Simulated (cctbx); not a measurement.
## What is wrong with this refinement?

Cell a = 5.3050 Å, b = 9.2360 Å, c = 8.6820 Å, α = 90.00°, β = 90.00°, γ = 90.00°; space group Cmcm (no. 63).

Simulated single-crystal data (cctbx): Mo Kα, λ = 0.71073 Å, to d = 0.84 Å, 95 % of the full sphere, strongest reflection 20000 counts, noise from counting, a 1.5 % proportional error and a noise floor of 2 counts (s.d.); no absorption.

An anisotropic refinement with weights 1/σ² prints:

```text
Rint 0.017, 227 unique reflections to 0.84 A
cycle     R1     wR2    GooF  max shift (A)
   1  0.0887  0.1894  14.125   0.00343
   2  0.0881  0.1867  13.929   0.00000
final R1 0.0881 wR2 0.1867 GooF 13.929  parameters 16  data/parameter 14.2
atom        x        y        z      Ueq    occ   su(xyz)  su(Uiso or U11)
Tm1    0.00000  0.33000  0.56232   0.0082  1.000  0.00019  0.0013
Fe1    0.25446  0.41354  0.25000   0.0135  1.000  0.00126  0.0037
Fe2    0.00000  0.00000  0.50000   0.0130  1.000  0.00000  0.0045
difference map: max 30.89 min -1.93 rms 1.31
Q1    0.0000  0.1624  0.2500    4   31.10  2.64 A from Fe2
Q2    0.0000  0.3356  0.5625    8    5.41  0.05 A from Tm1
Q3    0.2428  0.4002  0.2500    8    2.10  0.14 A from Fe1
Q4    0.0000  0.0104  0.0467    8    1.27  0.42 A from Fe2
Q5    0.0000  0.0576  0.7500    4    1.27  1.33 A from Fe1
Q6    0.0000  0.1700  0.6905    8    1.13  1.60 A from Fe1
```

**Question.** Can this result stand? If not, what is the likely fault?

Mend it. The fault: an atom left out, Mg at (0, 0.1620, 1/4). Against the right model at the same level, R1 goes from 0.0051 to 0.0881 and GooF from 0.91 to 13.93 and the top difference peak, 31.1 e/Å³, lies 2.64 Å from Fe2. Q1 is the missing atom. With scattering power missing, scale and phases suffer, so peaks may also grow on the heavy atoms.

The compound is Tm2MgFe3. The right model at the same level gives:

```text
Rint 0.017, 227 unique reflections to 0.84 A
cycle     R1     wR2    GooF  max shift (A)
   1  0.0051  0.0125   0.939   0.00002
   2  0.0051  0.0121   0.908   0.00000
final R1 0.0051 wR2 0.0121 GooF 0.908  parameters 20  data/parameter 11.3
atom        x        y        z      Ueq    occ   su(xyz)  su(Uiso or U11)
Tm1    0.00000  0.33009  0.56229   0.0100  1.000  0.00001  0.0001
Fe1    0.25405  0.41325  0.25000   0.0154  1.000  0.00008  0.0002
Fe2    0.00000  0.00000  0.50000   0.0155  1.000  0.00000  0.0003
Mg1    0.00000  0.16215  0.25000   0.0190  1.000  0.00016  0.0008
difference map: max 0.39 min -0.30 rms 0.07
Q1    0.0000  0.4066  0.0284    8    0.41  1.06 A from Tm1
Q2    0.0000  0.0235  0.7500    4    0.31  1.43 A from Fe1
Q3    0.0000  0.3459  0.1368    8    0.26  1.73 A from Tm1
Q4    0.2267  0.5000  0.0000    8    0.25  1.45 A from Fe2
Q5    0.0000  0.3748  0.2500    4    0.25  1.39 A from Fe1
Q6    0.0000  0.0286  0.1110    8    0.23  1.00 A from Fe2
```

The model is made up (kin elements in a known structure type, no relaxation), so it says nothing on whether the phase exists.

[Middle refinement cycles are left out of these outputs.]

[Logs are printed without paths, hosts, clocks, repeated set-up lines and the standing remarks that a program may print on its own settings, such as how far it seeks lower states.]
